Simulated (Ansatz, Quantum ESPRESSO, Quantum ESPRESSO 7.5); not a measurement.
## F-SiSi-F chair, 1 layer in an electric field

Wanted: polarisability and gap of F-SiSi-F chair, 1 layer against a perpendicular field.

Program: Quantum ESPRESSO 7.5. Level of theory: plane-wave DFT, PBE, GBRV ultrasoft pseudopotentials (geometry and cross-check by Ansatz 0.2.0 with PAW datasets; geometry under PBE). Results are calculated unless marked as measured.

### Step 1. The structure

The cell holds 4 atoms: 2 F and 2 Si. Cell: a = 3.663 Å, b = 3.663 Å, c = 21.100 Å, α = 90.0°, β = 90.0°, γ = 120.0°. Vacuum lies along c.

This sheet is a model structure: its symmetry is held, and its stability is not tested here.

### Step 2. Geometry from Ansatz

The geometry comes first, from a plane-wave PAW code, so that the later runs on this slab share one structure.

The input, input.yaml:

```yaml
crystal:
  lattice:
    - [3.663, 0.0, 0.0]
    - [-1.8315, 3.1722510541, 0.0]
    - [0.0, 0.0, 21.1]
  atoms:
    - { symbol: F, position: [0.6666666667, 0.3333333333, 0.4028436019] }
    - { symbol: Si, position: [0.6666666667, 0.3333333333, 0.482464455] }
    - { symbol: Si, position: [0.3333333333, 0.6666666667, 0.517535545] }
    - { symbol: F, position: [0.3333333333, 0.6666666667, 0.5971563981] }
kpoints:
  mp_grid: { grid: [12, 12, 1] }
hamiltonian:
  xc: pbe
scf:
  occupations: { method: fermi_dirac, width: 0.05 }
  convergence: { dr2_threshold: 1.0e-08 }
efield:
  axis: 3
  dipole_correction: true
  ramp_position: 0.97
  ramp_width: 0.04
relax:
  f_tol: 0.01
  cell: { fix: [c, alpha, beta] }
output:
  write_potential: true
  write_density: true
  volumetric_format: npy
```

The run is started by

```
ansatz run input.yaml --threads 4 --pin off --max-ram 8192MiB --backend cpu --events-out ev --progress --plain --runs-dir out
```

Numbers of over 12 decimals in the logs are rounded to 6 here.

What it wrote:

```text
Warning: relax.cell: scf.convergence.dr2_threshold = 1e-8 eV is looser than the 4e-10 eV advised for a relaxation that steers and ends on the stress (1e-10 eV for each atom of the cell: 4). What an SCF threshold leaves in a stress goes as its square root, and in the free energy as the threshold itself, and one threshold admits the most on a small cell: [figures from the program's tests cut] Set scf.convergence.dr2_threshold to 4e-10 eV or tighter. The threshold is an SCF's pass mark: one that does not reach it within its budget of iterations ends unconverged, or closes short of it on a stop that the run arms, and scf.convergence.dr2_threshold's page says what that costs each kind of run
Engine: ansatz 0.2.0, aarch64-unknown-linux-gnu
Pseudopotentials: kind: paw
Pseudopotential: F, paw, valence charge 7, recommended cutoff 420 eV (normal), F.paw.azcp
Pseudopotential: Si, paw, valence charge 4, recommended cutoff 420 eV (normal), Si.paw.azcp
Functional definition: PBE
  parameter kappa = 0.804
  parameter beta = 0.066725
  exchange = pbe_x(kappa = kappa, mu = beta*pi^2/3)
  correlation = pbe_c(beta = beta)
Crystal: 4 atoms, lattice volume = 245.181 Å³
Basis set: ecut = 420 eV, 4763 PW (Γ), exchange–correlation on 50×50×288 points (8 copies of the dense FFT grid, shifted against one another)
Bands: 15, of which v1, the nominal top of the filled ones, is band 11 counted from 1 (10 counted from 0)
Symmetry: 6 space group operations
k-points: 19 of 144 (time reversal used)
Non-local potential: F, projectors of the file, l = 0: 2, l = 1: 2, l = 2: 1
Non-local potential: Si, projectors of the file, l = 0: 2, l = 1: 2, l = 2: 2
PAW form: soft (Blöchl's): semilocal exchange-correlation on the pseudo side does not see the compensation charge
PAW one-centre angular grid: F, 110 points (default); XC on 64 Gauss nodes
PAW one-centre angular grid: Si, 110 points (default); XC on 64 Gauss nodes
Initial density: superposition of atomic densities (neutral atoms: chi_scale 0, normalization atom), corrected by the library's trained network
Initial wavefunctions: pseudopotential atomic-orbital guess
Functional: x = pbe(κ = 0.804, μ = 0.219515), c = pbe(β = 0.066725)
SCF iter   1: F=—  HF=-2889.117469 eV  |F-HF|=—  |Δ(HF+E_count)|=         —  Δρ=2.67e-3  dr2=2.02e-2  ethr=1.77e-3  p=0.000 e·Å  D=5.30e-5 V/Å  ΔV_dip=-0.00 eV  dr2_dipole=1.50e-8  V_vac-E_F(+/−)=6.24/6.24 eV  ⟨swp⟩=8.7  Hψ=2232  notcnv=0
efield: sawtooth ramp at fractional position 0.9700 (set: `efield.ramp_position`, or a place that a band, a saddle search or an elastic batch's reference lends), width 0.0400; the density the first Hamiltonian is built on has a dipole p = 0.000 e·Å; the dipole correction subtracts the counter field D = 5.30e-5 V/Å, which shifts the + side's vacuum level by -0.00 eV against the − side's; the planar-averaged density in the ramp window peaks in size at 1.0e-5 e/Å³
preconditioner: auto → none  [insulator: Δε(μ)=0.185 eV  Ē_g=9.768 eV  σ=0.050 eV  W_gap=0.71  n_scr=12 (ndim 8)  ℏωp=10.1 eV  f_vac=0.701  D(μ)=0.10/eV (n_scr^D=0)  ε∞_Penn≈2.1]
SCF iter   2: F=—  HF=-2889.113536 eV  |F-HF|=—  |Δ(HF+E_count)|=   3.93e-3  Δρ=1.09e-3  dr2=3.60e-3  ethr=9.19e-5  p=-0.000 e·Å  D=-2.14e-5 V/Å  ΔV_dip=0.00 eV  dr2_dipole=2.33e-8  V_vac-E_F(+/−)=6.47/6.47 eV  ⟨swp⟩=2.7  Hψ=649  notcnv=0
preconditioner: auto → LDOS  [insulator: Δε(μ)=0.154 eV  Ē_g=9.799 eV  σ=0.050 eV  W_gap=0.63  n_scr=12 (ndim 8)  ℏωp=10.1 eV  f_vac=0.702  D(μ)=0.12/eV (n_scr^D=2)  ε∞_Penn≈2.1  β→1.0]
SCF iter   3: F=—  HF=-2889.114507 eV  |F-HF|=—  |Δ(HF+E_count)|=   9.71e-4  Δρ=1.07e-3  dr2=1.72e-3  ethr=1.63e-5  p=0.000 e·Å  D=1.14e-4 V/Å  ΔV_dip=-0.00 eV  dr2_dipole=2.75e-7  V_vac-E_F(+/−)=6.65/6.66 eV  ⟨swp⟩=2.2  Hψ=527  notcnv=0
SCF iter   4: F=—  HF=-2889.114077 eV  |F-HF|=—  |Δ(HF+E_count)|=   4.31e-4  Δρ=2.11e-4  dr2=8.48e-5  ethr=7.82e-6  p=-0.000 e·Å  D=-2.84e-5 V/Å  ΔV_dip=0.00 eV  dr2_dipole=1.59e-8  V_vac-E_F(+/−)=6.66/6.65 eV  ⟨swp⟩=2.0  Hψ=477  notcnv=0
SCF iter   5: F=—  HF=-2889.113730 eV  |F-HF|=—  |Δ(HF+E_count)|=   3.47e-4  Δρ=3.21e-5  dr2=1.46e-6  ethr=3.85e-7  p=-0.000 e·Å  D=-2.65e-6 V/Å  ΔV_dip=0.00 eV  dr2_dipole=2.69e-12  V_vac-E_F(+/−)=6.67/6.67 eV  ⟨swp⟩=2.1  Hψ=462  notcnv=0
SCF iter   6: F=—  HF=-2889.113789 eV  |F-HF|=—  |Δ(HF+E_count)|=   5.92e-5  Δρ=4.30e-6  dr2=3.13e-8  ethr=6.65e-9  p=-0.000 e·Å  D=-3.66e-6 V/Å  ΔV_dip=0.00 eV  dr2_dipole=5.57e-10  V_vac-E_F(+/−)=6.67/6.67 eV  ⟨swp⟩=2.3  Hψ=527  notcnv=0
SCF iter   7: F=—  HF=-2889.113789 eV  |F-HF|=—  |Δ(HF+E_count)|=   1.07e-7  Δρ=3.91e-6  dr2=2.85e-8  ethr=4.55e-11  p=0.000 e·Å  D=5.37e-6 V/Å  ΔV_dip=-0.00 eV  dr2_dipole=1.63e-9  V_vac-E_F(+/−)=6.67/6.67 eV  ⟨swp⟩=10.0  Hψ=2047  notcnv=0
SCF iter   8: F=-2889.113789 eV  HF=-2889.113789 eV  |F-HF|=8.71e-9  |Δ(HF+E_count)|=  2.41e-10  Δρ=6.60e-7  dr2=6.96e-10  ethr=4.55e-11  p=-0.000 e·Å  D=-2.22e-6 V/Å  ΔV_dip=0.00 eV  dr2_dipole=2.57e-11  V_vac-E_F(+/−)=6.67/6.67 eV  ⟨swp⟩=7.2  Hψ=1989  notcnv=0
SCF 1 converged in 8 iterations: F = -2889.113789 eV  dr2 = 6.96e-10
  greatest PAW one-centre occupation: 0.932 electrons in one spin orbital (limit 2), on the F atom at site 0 (counted from 0), in its partial waves of l = 0
relax step   1: F+E_penalty+E_count = -2889.11378907 eV  Δ(F+E_penalty+E_count) = +0.000e0 eV  max|allowed force component| = 2.170e0 eV/Å  Δτ_max = 0.0000 Å  P = +1.515 GPa  Ω = 245.181 Å³  fix = [c, alpha, beta]  reactions: c -2.716 GPa  (8 SCF iters, accepted)
Crystal: 4 atoms, lattice volume = 268.518 Å³
Basis set: ecut = 420 eV, 5195 PW (Γ), exchange–correlation on 50×50×288 points (8 copies of the dense FFT grid, shifted against one another)
Initial density: handed on by an earlier stage of this run
Initial wavefunctions: those handed on with the density
iter 1 solved again at ethr=2.12e-4 eV; its pass at ethr=3.10e-3 eV (dr2=4.66e-2 eV) is discarded
SCF iter   1: F=—  HF=-2889.466562 eV  |F-HF|=—  |Δ(HF+E_count)|=         —  Δρ=6.24e-3  dr2=4.71e-2  ethr=2.12e-4  p=-0.000 e·Å  D=-1.66e-6 V/Å  ΔV_dip=0.00 eV  dr2_dipole=4.59e-11  V_vac-E_F(+/−)=6.32/6.32 eV  ⟨swp⟩=1.7  Hψ=2457  notcnv=0
[...]
relax step   5: F+E_penalty+E_count = -2889.52338463 eV  Δ(F+E_penalty+E_count) = -1.267e-3 eV  max|allowed force component| = 1.925e-3 eV/Å  Δτ_max = 0.0085 Å  P = -0.049 GPa  Ω = 279.324 Å³  energy of the carried Pulay correction = -2.054e-2 eV  fix = [c, alpha, beta]  reactions: c -0.140 GPa  (7 SCF iters, accepted)
[...]
relax step   6: F+E_penalty+E_count = -2889.58561330 eV  Δ(F+E_penalty+E_count) = -6.223e-2 eV  max|allowed force component| = 9.128e-3 eV/Å  Δτ_max = 0.0000 Å  P = +0.306 GPa  Ω = 279.324 Å³  fix = [c, alpha, beta]  reactions: c +0.013 GPa  stress off target by 4.52e-1 GPa on what of the cell is left free  SCF on the basis re-selected at this cell (its energy is not comparable with the rows above)  (7 SCF iters)
[...]
relax step   7: F+E_penalty+E_count = -2889.59181302 eV  Δ(F+E_penalty+E_count) = -6.200e-3 eV  max|allowed force component| = 4.066e-2 eV/Å  Δτ_max = 0.0072 Å  P = +0.135 GPa  Ω = 284.304 Å³  energy of the carried Pulay correction = -3.195e-3 eV  fix = [c, alpha, beta]  reactions: c +0.083 GPa  (7 SCF iters, accepted)
[...]
relax step   8: F+E_penalty+E_count = -2889.59079551 eV  Δ(F+E_penalty+E_count) = +1.018e-3 eV  max|allowed force component| = 3.089e-3 eV/Å  Δτ_max = 0.0035 Å  P = -0.019 GPa  Ω = 287.635 Å³  energy of the carried Pulay correction = -5.608e-3 eV  fix = [c, alpha, beta]  reactions: c +0.000 GPa  (7 SCF iters, accepted)
iter 1 solved again at ethr=8.16e-7 eV; its pass at ethr=3.10e-3 eV (dr2=1.79e-4 eV) is discarded
SCF iter   1: F=—  HF=-2889.597005 eV  |F-HF|=—  |Δ(HF+E_count)|=         —  Δρ=1.52e-4  dr2=1.01e-5  ethr=8.16e-7  p=0.000 e·Å  D=3.12e-6 V/Å  ΔV_dip=-0.00 eV  dr2_dipole=5.48e-11  V_vac-E_F(+/−)=6.08/6.08 eV  ⟨swp⟩=3.1  Hψ=2925  notcnv=0
efield: sawtooth ramp at fractional position 0.9700 (set: `efield.ramp_position`, or a place that a band, a saddle search or an elastic batch's reference lends), width 0.0400; the density the first Hamiltonian is built on has a dipole p = 0.000 e·Å; the dipole correction subtracts the counter field D = 3.12e-6 V/Å, which shifts the + side's vacuum level by -0.00 eV against the − side's; the planar-averaged density in the ramp window peaks in size at 1.8e-6 e/Å³
preconditioner: auto → none  [insulator: Δε(μ)=0.684 eV  Ē_g=9.726 eV  σ=0.050 eV  W_gap=1.00  n_scr=10 (ndim 8)  ℏωp=9.3 eV  f_vac=0.720  D(μ)=0.00/eV (n_scr^D=0)  ε∞_Penn≈1.9]
SCF iter   2: F=—  HF=-2889.596859 eV  |F-HF|=—  |Δ(HF+E_count)|=   1.47e-4  Δρ=6.66e-5  dr2=4.73e-6  ethr=4.58e-8  p=-0.000 e·Å  D=-1.03e-6 V/Å  ΔV_dip=0.00 eV  dr2_dipole=6.79e-11  V_vac-E_F(+/−)=6.08/6.08 eV  ⟨swp⟩=2.1  Hψ=487  notcnv=0
SCF iter   3: F=—  HF=-2889.596979 eV  |F-HF|=—  |Δ(HF+E_count)|=   1.21e-4  Δρ=3.97e-5  dr2=9.80e-7  ethr=2.15e-8  p=0.000 e·Å  D=3.38e-6 V/Å  ΔV_dip=-0.00 eV  dr2_dipole=7.85e-11  V_vac-E_F(+/−)=6.07/6.07 eV  ⟨swp⟩=2.2  Hψ=468  notcnv=0
SCF iter   4: F=—  HF=-2889.597028 eV  |F-HF|=—  |Δ(HF+E_count)|=   4.83e-5  Δρ=3.39e-6  dr2=1.21e-8  ethr=4.46e-9  p=-0.000 e·Å  D=-1.03e-6 V/Å  ΔV_dip=0.00 eV  dr2_dipole=5.96e-11  V_vac-E_F(+/−)=6.07/6.07 eV  ⟨swp⟩=2.0  Hψ=478  notcnv=0
SCF iter   5: F=-2889.597030 eV  HF=-2889.597030 eV  |F-HF|=1.41e-7  |Δ(HF+E_count)|=   1.95e-6  Δρ=1.27e-6  dr2=4.83e-9  ethr=4.55e-11  p=0.000 e·Å  D=6.46e-6 V/Å  ΔV_dip=-0.00 eV  dr2_dipole=4.55e-10  V_vac-E_F(+/−)=6.07/6.07 eV  ⟨swp⟩=12.2  Hψ=2325  notcnv=0
SCF 9 converged in 5 iterations: F = -2889.597030 eV  dr2 = 4.83e-9
relax step   9: F+E_penalty+E_count = -2889.59702974 eV  Δ(F+E_penalty+E_count) = -6.234e-3 eV  max|allowed force component| = 1.932e-3 eV/Å  Δτ_max = 0.0000 Å  P = -0.005 GPa  Ω = 287.635 Å³  fix = [c, alpha, beta]  reactions: c -0.004 GPa  stress off target by 4.82e-3 GPa on what of the cell is left free  SCF on the basis re-selected at this cell (its energy is not comparable with the rows above)  (5 SCF iters)
basis re-selected at this cell: Δ(F+E_penalty+E_count) = -6.234e-3 eV, ΔP = +0.014 GPa vs the last step (what re-selecting the basis moved, of the pressure what is left beyond the Pulay correction that the steps carried, after the strain that the cell walked since its last selection, with what the two solves' SCF thresholds leave and, on support functions, any second-order correction that the steps lacked; it is no m [...]
WARN: The output density's exchange-correlation potential varies sharply where the density is thin. Do not read a vacuum level from v_tot or v_xc, or from such a field of the output density. On a cell that repeats whose density bears no net charge and no dipole along the vacuum's axis use v_es (v_loc + v_h of the components); under efield.dipole_correction with no amplitude use v_es + v_field, which holds any externa [...]
SCF converged after 5 iterations
Free energy (F): -2889.597030 eV
Harris-Foulkes:  -2889.597030 eV  (|F-HF|=1.41e-7)
Internal energy: -2889.597010 eV  (E = F + TS)
E sigma→0 (E₀):  -2889.597020 eV
Entropy (-TS):   -0.000020 eV (-0.005 meV/atom)
Fermi energy:    -3.643224 eV
Dipole field:    D = -0.000017 V/Å  (p = -0.000028 e·Å, saw-weighted, corrected)
Work function:   Φ+ = 6.0750 eV   Φ− = 6.0746 eV
Levels:          The Fermi level and band energies are counted from a zero that moves with the ramp; work functions are not
--- Per-component energies (eV) ---
  E_band       = -281.453995
  E_kinetic    = 494.773524
  E_local      = -7699.557451  (includes V_loc(G=0)·N_el)
  E_nonlocal   = 197.116816
  E_hartree    = 3579.923946
  E_xc         = -269.074649
  E_vxc        = -296.756743  (∫ρ·V_xc dr)
  E_paw        = -1426.365915  (= ΣΔE_a)
  E_vpaw       = -136.881817  (= ΣTr[D̂ρ^β])
  E_aug_tail   = 0.004126  (compensation charges beyond the density's cutoff)
  E_efield     = 0.000000  (sawtooth field / dipole correction)
  E_vefield    = 0.000081  (∫n·V_field dr)
  E_ewald      = 2233.582593
  E_smearing   = -0.000020  (= −TS)
  E_closure    = 0.000000  (closes the sum)
  Σ components = -2889.597030   (vs F -2889.597030, Δ=0.00e0)
--- Forces (eV/Å), atoms counted from 1 ---
  atom   1  F      0.00000000     0.00000000     0.00193344
  atom   2  Si     0.00000000     0.00000000    -0.00090084
  atom   3  Si     0.00000000    -0.00000000     0.00087568
  atom   4  F      0.00000000    -0.00000000    -0.00190190
  max |Σ_I F_I| component: 6.38e-6 eV/Å
--- Stress (GPa, compression-positive) ---
       -0.004820       0.000000      -0.000000
        0.000000      -0.004820      -0.000000
       -0.000000      -0.000000      -0.004400
  P = ⅓ Tr σ = -0.0047 GPa (-0.047 kbar)
--- Band table (eV; the first three rows and the last of 19) ---
  k-point 0: bands = [... 7 lower, -9.0128, -9.0128, -4.0081, -4.0081, -3.3242, -0.3486, -0.3010, -0.3010]
  k-point 1: bands = [... 7 lower, -9.0150, -9.0000, -4.5899, -4.1283, -3.0366, -0.4644, -0.0242, 0.1091]
  k-point 2: bands = [... 7 lower, -9.0222, -8.9657, -5.5410, -4.4002, -2.6816, -0.7920, 0.7114, 1.1475]
  k-point 18: bands = [... 7 lower, -9.2105, -8.2380, -8.2379, -6.4627, 0.4102, 0.4103, 2.2114, 2.2142]
--- Relaxed structure (7 steps of the walk, 7 accepted, 2 SCFs on fresh bases) ---
  F+E_penalty+E_count = -2889.59702974 eV   max|allowed force component| = 1.932e-3 eV/Å   (the final SCF, on the basis selected at the relaxed cell)
  cell:  # Å, volume = 287.6350 Å³
    - [3.967476, 0.0, 0]
    - [-1.983738, 3.435935, 0]
    - [0, 0, 21.1]
  atoms:
    - { symbol: F, position: [0.666667, 0.333333, 0.406267] }
    - { symbol: Si, position: [0.666667, 0.333333, 0.483403] }
    - { symbol: Si, position: [0.333333, 0.666667, 0.516597] }
    - { symbol: F, position: [0.333333, 0.666667, 0.593733] }
```

It took 17 s on 4 threads of Arm Neoverse V1, shared host; peak memory 0.51 GiB.

The steps of the relaxation:

| step | energy less that of the first step (eV) | largest force component (eV/Å) | pressure (GPa) | volume (Å³) |
| --- | --- | --- | --- | --- |
| 1 | 0.0000 | 2.1700 | 1.51 | 245.18 |
| 2 | -0.3434 | 1.2717 | 0.28 | 268.52 |
| 3 | -0.4078 | 0.2400 | -0.17 | 278.34 |
| 4 | -0.4083 | 0.0891 | 0.01 | 280.02 |
| 5 | -0.4096 | 0.0019 | -0.05 | 279.32 |
| 6* | -0.4718 | 0.0091 | 0.31 | 279.32 |
| 7 | -0.4780 | 0.0407 | 0.14 | 284.30 |
| 8 | -0.4770 | 0.0031 | -0.02 | 287.63 |
| 9* | -0.4832 | 0.0019 | 0.00 | 287.63 |

Relaxation steps marked * repeat the geometry before them on a plane-wave basis chosen anew for their cell, so energy and pressure can jump there.

Forces are held to the 6 operations that the run works with; a distortion that breaks them can't arise in this run.

| cell as run | before | after | change |
| --- | --- | --- | --- |
| a (Å) | 3.663 | 3.967 | +8.3 % |
| b (Å) | 3.663 | 3.967 | +8.3 % |

The atoms that moved most (Å, along periodic axes as changes of fractional coordinates times the final cell, across vacuum about the mean position):

| atom | dx | dy | dz | length |
| --- | --- | --- | --- | --- |
| F1 | 0.000 | 0.000 | 0.072 | 0.072 |
| F4 | 0.000 | 0.000 | -0.072 | 0.072 |
| Si3 | 0.000 | 0.000 | -0.020 | 0.020 |
| Si2 | 0.000 | 0.000 | 0.020 | 0.020 |

Final coordinates:

```cif
data_structure
_symmetry_space_group_name_H-M 'P 1'
_symmetry_Int_Tables_number 1
_cell_length_a 3.9675
_cell_length_b 3.9675
_cell_length_c 21.1000
_cell_angle_alpha 90.000
_cell_angle_beta 90.000
_cell_angle_gamma 120.000
_cell_volume 287.63
loop_
_atom_site_label
_atom_site_type_symbol
_atom_site_fract_x
_atom_site_fract_y
_atom_site_fract_z
_atom_site_occupancy
F1 F 0.66667 0.33333 0.40627 1
Si2 Si 0.66667 0.33333 0.48340 1
Si3 Si 0.33333 0.66667 0.51660 1
F4 F 0.33333 0.66667 0.59373 1
```

This step gave:

| Property | Result |
| --- | --- |
| free energy | -2889.5970 eV |
| Fermi energy | -3.643 eV |
| gap by band count | 0.6838 eV |
| symmetry operations | 6 |
| dipole along the normal | -2.78e-5 e·Å |
| vacuum level at the upper face over a Fermi level inside the gap | 6.075 eV |
| vacuum level at the lower face over a Fermi level inside the gap | 6.075 eV |

(Part 1 of 6 ends here.)

[Logs are printed without paths, hosts, clocks, repeated set-up lines and the standing remarks that a program may print on its own settings, such as how far it seeks lower states.]

[Hosts, paths, dates, database ids (printed as entryN), source tags and the programs' standing remarks are cut or masked in the printed files.]

[Maps of the electrostatic potential energy from Ansatz leave out the sawtooth potential of an applied field or a dipole correction, so their vacuum need not be flat; planar profiles and work functions include it.]
